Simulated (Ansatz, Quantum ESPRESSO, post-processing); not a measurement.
# Screening and band shifts of Y2NF2 MXene, 1 layer, part 5 of 6

Aim: how Y2NF2 MXene, 1 layer screens a field along its normal, and what the field does to its bands.

Quantum ESPRESSO 7.5; plane-wave DFT, RPBE, GBRV ultrasoft pseudopotentials made under PBE; geometry and cross-check by Ansatz 0.2.0 with PAW datasets.

So far. Step 12 (Electrostatic potential): The slope in the vacuum is 0.300 eV/Å for an applied 0.30 V/Å, as it should be. Step 13 (Band structure: field 0.3 V/Å): Upper empty bands that drop with the field can be states of the vacuum, held by the sawtooth; they depend on the cell's width.

## 14. Valence density

plot_num = 0 writes the valence density.

The input, f0.rho.in:

```
&inputpp
  prefix = 'f0'
  outdir = './out'
  filplot = 'f0.rho.dat'
  plot_num = 0
/
```

On the command line:

```console
OMP_NUM_THREADS=1 mpirun -n 4 pp.x -in f0.rho.in > f0.rho.out
```

Numbers of over 12 decimals in the logs are rounded to 6 here.

The log of the run:

```text
[banner, memory and clock lines left out]
Program POST-PROC v.7.5 starts

          URL

     ./out/f0.save/

     IMPORTANT: XC functional enforced from input :
     Exchange-correlation= RPBE
                           (   1   4  44   4   0   0   0)
     Any further DFT definition will be discarded
     Please, verify this is what you really want

     negative rho (up, down):  5.262E-04 0.000E+00

     Adding external electric field

     Computed dipole along edir(3) :
        Dipole               -0.0001 Ry au,         -0.0002 Debye
        Dipole field         -0.0000 Ry au,

        Potential amp.        0.0000 Ry
        Total length         39.9025 bohr

     Calling punch_plot, plot_num =   0
     Writing data to file  f0.rho.dat
     Message from routine chdens:
     namelist plot not found or invalid, exiting

Note: The following floating-point exceptions are signalling: IEEE_UNDERFLOW_FLAG IEEE_DENORMAL
Note: The following floating-point exceptions are signalling: IEEE_UNDERFLOW_FLAG IEEE_DENORMAL
Note: The following floating-point exceptions are signalling: IEEE_UNDERFLOW_FLAG IEEE_DENORMAL
Note: The following floating-point exceptions are signalling: IEEE_UNDERFLOW_FLAG IEEE_DENORMAL
```

Run time: 2.1 s. Hardware: 4 MPI ranks of Intel Xeon Platinum 8259CL at 2.50GHz (Skylake/Cascade Lake), shared host; peak memory 0.25 GiB; 7.6 s of CPU time.

Read from the output:

| Property | Result |
| --- | --- |
| electrons by integration | 41.00 e |

The valence density, planar mean oscillates, so the rows of the table below give means over windows of 1.26 Å about each position, cut where the curve ends. Its maxima inside the range that stand out by 2 % of the span (Å: e/Å³): 8.5: 0.891, 9.9: 0.695, 11.0: 0.582, 12.1: 0.695, 13.5: 0.891. Its minima: 8.9: 0.496, 10.4: 0.466, 11.6: 0.466, 13.1: 0.496.

Mean over planes. The valence density, planar mean by z; means over each step:

```csv
z (Å),"valence density, planar mean (e/Å³)"
4.41,1.5e-6
5.67,1.2e-4
6.93,0.0119
8.19,0.528
9.45,0.638
10.71,0.541
11.97,0.613
13.23,0.679
14.49,0.124
15.75,9.0e-4
17.01,1.1e-5
```

Valence density in the ca plane at fractional y = 0.333, with atoms of Y and F within 0.2 Å of it. It is the smooth field of the valence electrons, not physical close to the nuclei.

Ten steps, logarithmic in the rise over the least value, from '0' (0 e/Å³) to '9' (10 e/Å³), each cell a mean:
```
00000000000000000000113554322211234421000000
00000000000000000000025777521111257752000000
00000000000000000000136657631111369973100000
00000000000000000000136767521111368963000000
00000000000000000000124665321111235541000000
00000000000000000001112333222222222210000000
00000000000000000001222112233333321000000000
00000000000000000001222112233333321000000000
00000000000000000001122222222223221100000000
```
Columns run along c (16.0 Å, from fractional 0.05 to 0.77 of the cell), rows up along a (3.5 Å). Atoms in or near the plane, at fractional coordinates: Y at (0.44, 0.67), F at (0.62, 0.67).

The density integrates to 41.000 electrons, as the 41 of the input ask.

## 15. Density by pp.x

The input, f2.rho.in:

```
&inputpp
  prefix = 'f2'
  outdir = './out'
  filplot = 'f2.rho.dat'
  plot_num = 0
/
```

On the command line:

```console
OMP_NUM_THREADS=1 mpirun -n 4 pp.x -in f2.rho.in > f2.rho.out
```

Elapsed: 2.1 s, on 4 MPI ranks; peak memory 0.25 GiB.

## 16. Charge moved by a field of 0.2 V/Å

Numbers from this step:

```
largest charge moved across a plane : 0.001111 e/Å²
dipole step                         : -1.048 eV
```

The planar mean oscillates, so the rows of the table below give means over windows of 1 Å about each position, cut where the curve ends. Its maxima inside the range that stand out by 2 % of the span (Å: e/Å³): 7.8: 5.8e-4, 8.6: 4.6e-4, 9.6: 2.8e-4, 12.8: -1.6e-4, 13.7: -2.1e-4. Its minima: 8.2: 2.0e-4, 9.2: 1.6e-4, 12.4: -2.8e-4, 13.4: -4.6e-4, 14.2: -5.8e-4.

The planar mean by z; means over each step:

```csv
z (Å),planar mean (e/Å³)
3,9.6e-9
4,1.1e-7
5,1.6e-6
6,2.1e-5
7,2.0e-4
8,4.2e-4
9,2.6e-4
10,1.9e-4
11,-5.7e-7
12,-1.9e-4
13,-2.6e-4
14,-4.2e-4
15,-1.9e-4
16,-1.9e-5
17,-1.3e-6
18,-7.9e-8
19,-5.2e-9
```

The running integral, electrons below z by z:

```csv
z (Å),"running integral, electrons below z (e/Å²)"
4,4.1e-8
5,5.3e-7
6,7.4e-6
7,8.5e-5
8,5.1e-4
9,8.1e-4
10,0.00103
11,0.00111
12,0.00101
13,7.9e-4
14,4.4e-4
15,6.1e-5
16,4.6e-6
17,2.8e-7
18,1.8e-8
```

## 17. Polarisability from the dipole between 0 and 0.1 V/A

Read from the output:

| Property | Result |
| --- | --- |
| change of slope in the vacuum | 0.10000 eV/Å |
| polarisability a cell | 4.329 Å³ |
| sheet polarisability 4πα/A | 5.242 Å |

The change of the potential energy, second field less first by z:

z (Å), change of the potential energy, second field less first (eV) and a bar from the least value:
```
      0.0     -0.419 #######
      0.5     -0.788 
      1.0     -0.738 #
      1.5     -0.688 ##
      2.0     -0.638 ###
      2.5     -0.588 ####
      3.0     -0.538 #####
      3.5     -0.488 ######
      4.0     -0.438 #######
      4.5     -0.388 ########
      5.0     -0.338 #########
      5.5     -0.288 ##########
      6.0     -0.238 ###########
      6.5     -0.188 ############
      7.0     -0.140 #############
      7.5     -0.096 ##############
      8.0     -0.062 ##############
      8.5     -0.037 ###############
      9.0     -0.021 ###############
      9.5     -0.009 ###############
     10.0     -0.002 ###############
     10.5      0.000 ###############
     11.0      0.000 ###############
     11.5      0.000 ###############
     12.0      0.002 ################
     12.5      0.009 ################
     13.0      0.021 ################
     13.5      0.038 ################
     14.0      0.062 #################
     14.5      0.097 #################
     15.0      0.141 ##################
     15.5      0.189 ###################
     16.0      0.239 ####################
     16.5      0.289 #####################
     17.0      0.339 ######################
     17.5      0.389 #######################
     18.0      0.439 ########################
     18.5      0.489 #########################
     19.0      0.539 ##########################
     19.5      0.589 ###########################
     20.0      0.639 ############################
     20.5      0.689 #############################
     21.0      0.739 ##############################
     21.5      0.475 #########################
```

## 18. Dipole against field

The dipole along the normal, dipole moment by applied field:

```csv
applied field (V/Å),"dipole along the normal, dipole moment (e·Å)"
0.000,-4.2e-5
0.100,0.0300
0.200,0.0601
0.300,0.0901
```

## 19. The same in Ansatz: field 0.1 V/Å

A second code with its own PAW datasets, on the same atoms.

Level of this step: plane-wave DFT, PBE, Ansatz PAW (Ansatz 0.2.0).

The input, input.yaml:

```yaml
crystal:
  lattice:
    - [3.4617524408, 0.0, 0.0]
    - [-1.7308762204, 2.9979655554, 0.0]
    - [0.0, 0.0, 21.9953007067]
  atoms:
    - { symbol: F, position: [0.3333333333, 0.6666666667, 0.3825952707] }
    - { symbol: "Y", position: [0.6666666667, 0.3333333333, 0.4394721936] }
    - { symbol: "N", position: [0.0, 0.0, 0.4999999989] }
    - { symbol: "Y", position: [0.3333333333, 0.6666666667, 0.5605278022] }
    - { symbol: F, position: [0.6666666667, 0.3333333333, 0.6174047347] }
kpoints:
  mp_grid: { grid: [12, 12, 1] }
hamiltonian:
  xc: pbe
scf:
  occupations: { method: fermi_dirac, width: 0.054 }
  convergence: { dr2_threshold: 1.0e-09 }
efield:
  axis: 3
  dipole_correction: true
  ramp_position: 0.97
  ramp_width: 0.04
  amplitude: 0.1
output:
  write_potential: true
  write_density: true
  volumetric_format: npy
```

On the command line:

```console
ansatz run input.yaml --threads 4 --pin off --max-ram 8192MiB --backend cpu --events-out ev --progress --plain --runs-dir out
```

The log of the run:

```text
[...]
Crystal: 5 atoms, lattice volume = 228.272 Å³
Basis set: ecut = 420 eV, 4459 PW (Γ)
Bands: 26, of which v1, the nominal top of the filled ones, is band 21 counted from 1 (20 counted from 0)
Symmetry: 6 space group operations
k-points: 19 of 144 (time reversal used)
[...]
SCF iter   1: F=—  HF=-9711.216984 eV  |F-HF|=—  |Δ(HF+E_count)|=         —  Δρ=7.15e-2  dr2=1.76e1  ethr=3.10e-3  p=0.039 e·Å  D=3.11e-2 V/Å  ΔV_dip=-0.68 eV  dr2_dipole=4.39e-4  V_vac-E_F(+/−)=7.72/6.41 eV  ⟨swp⟩=8.3  Hψ=2647  notcnv=0
[...]
SCF iter  12: F=-9706.547571 eV  HF=-9706.547571 eV  |F-HF|=1.11e-10  |Δ(HF+E_count)|=   6.84e-9  Δρ=4.22e-7  dr2=4.16e-10  ethr=2.44e-12  p=0.030 e·Å  D=2.39e-2 V/Å  ΔV_dip=-0.53 eV  dr2_dipole=3.84e-12  V_vac-E_F(+/−)=3.87/2.41 eV  ⟨swp⟩=13.3  Hψ=2501  notcnv=0
SCF 1 converged in 12 iterations: F = -9706.547571 eV  dr2 = 4.16e-10
[...]
SCF converged after 12 iterations
Free energy (F): -9706.547571 eV
[...]
Internal energy: -9706.537433 eV  (E = F + TS)
E sigma→0 (E₀):  -9706.542502 eV
Entropy (-TS):   -0.010138 eV (-2.028 meV/atom)
Fermi energy:    1.708813 eV
Dipole field:    D = 0.023911 V/Å  (p = 0.030164 e·Å, saw-weighted, corrected)
Work function:   not extracted (applied field tilts the vacuum); planar V_es + V_field profile in the machine report
[...]
--- Band table (eV; the first three rows and the last of 19) ---
  k-point 0: bands = [... 17 lower, -2.7609, -1.8575, -1.8575, 2.7933, 3.0971, 3.0971, 3.1477, 3.4799, ... 1 higher]
  k-point 1: bands = [... 17 lower, -2.6993, -1.9924, -1.8723, 2.7630, 2.9926, 3.1810, 3.2309, 3.6248, ... 1 higher]
  k-point 2: bands = [... 17 lower, -2.5647, -2.2747, -1.9028, 2.1840, 3.2023, 3.5445, 3.6169, 3.8798, ... 1 higher]
  k-point 18: bands = [... 17 lower, -2.5984, -2.5984, -2.1731, 3.0098, 3.4369, 3.4381, 4.5753, 5.6297, ... 1 higher]
```

Elapsed: 7 s, on 4 threads; peak memory 0.57 GiB; 25 s of CPU time.

Read from the output:

| Item | Value |
| --- | --- |
| free energy | -9706.5476 eV |
| energy at zero smearing | -9706.5425 eV |
| smearing term TS | 0.01014 eV |
| Fermi energy | 1.709 eV |
| dipole along the normal | 0.03016 e·Å |

At 0.1 V/Å Ansatz's dipole is 0.0302 e Å against 0.0300 from pw.x, under another functional.

## 20. Cross-check with Ansatz: field -0.1 V/Å

input.yaml, as its differences from the input of step 19:

```diff
@@ -23,3 +23,3 @@
   ramp_width: 0.04
-  amplitude: 0.1
+  amplitude: -0.1
 output:
```

The log of the run:

```text
[...]
Crystal: 5 atoms, lattice volume = 228.272 Å³
Basis set: ecut = 420 eV, 4459 PW (Γ)
Bands: 26, of which v1, the nominal top of the filled ones, is band 21 counted from 1 (20 counted from 0)
Symmetry: 6 space group operations
k-points: 19 of 144 (time reversal used)
[...]
k-point 0: bands = [... 17 lower, -2.7943, -1.8910, -1.8910, 2.7599, 3.0636, 3.0636, 3.1142, 3.4465, ... 1 higher]
  k-point 1: bands = [... 17 lower, -2.7328, -2.0259, -1.9057, 2.7296, 2.9592, 3.1475, 3.1974, 3.5914, ... 1 higher]
  k-point 2: bands = [... 17 lower, -2.5982, -2.3082, -1.9363, 2.1506, 3.1689, 3.5111, 3.5835, 3.8464, ... 1 higher]
  k-point 18: bands = [... 17 lower, -2.6319, -2.6319, -2.2066, 2.9764, 3.4034, 3.4046, 4.5419, 5.5962, ... 1 higher]
[key lines of the parts left out:]
SCF converged after 12 iterations
Free energy (F): -9706.547570 eV
Fermi energy:    1.675342 eV
Dipole field:    D = -0.023910 V/Å  (p = -0.030163 e·Å, saw-weighted, corrected)
```

It took 7.2 s on 4 threads; peak memory 0.57 GiB; 27 s of CPU time.

Read from the output:

| Property | Result |
| --- | --- |
| Fermi energy | 1.675 eV |
| dipole along the normal | -0.03016 e·Å |

## 21. Dipole against field, Ansatz

Dipole along the normal, dipole moment against applied field:

```csv
applied field (V/Å),"dipole along the normal, dipole moment (e·Å)"
-0.1000,-0.0302
0.0000,7.6e-7
0.1000,0.0302
```

[end of part 5 of 6]

[Logs are printed without paths, hosts, clocks, repeated set-up lines and the standing remarks that a program may print on its own settings, such as how far it seeks lower states.]

[Hosts, paths, dates, database ids (printed as entryN), source tags and the programs' standing remarks are cut or masked in the printed files.]

[Maps of the electrostatic potential energy from Ansatz leave out the sawtooth potential of an applied field or a dipole correction, so their vacuum need not be flat; planar profiles and work functions include it.]
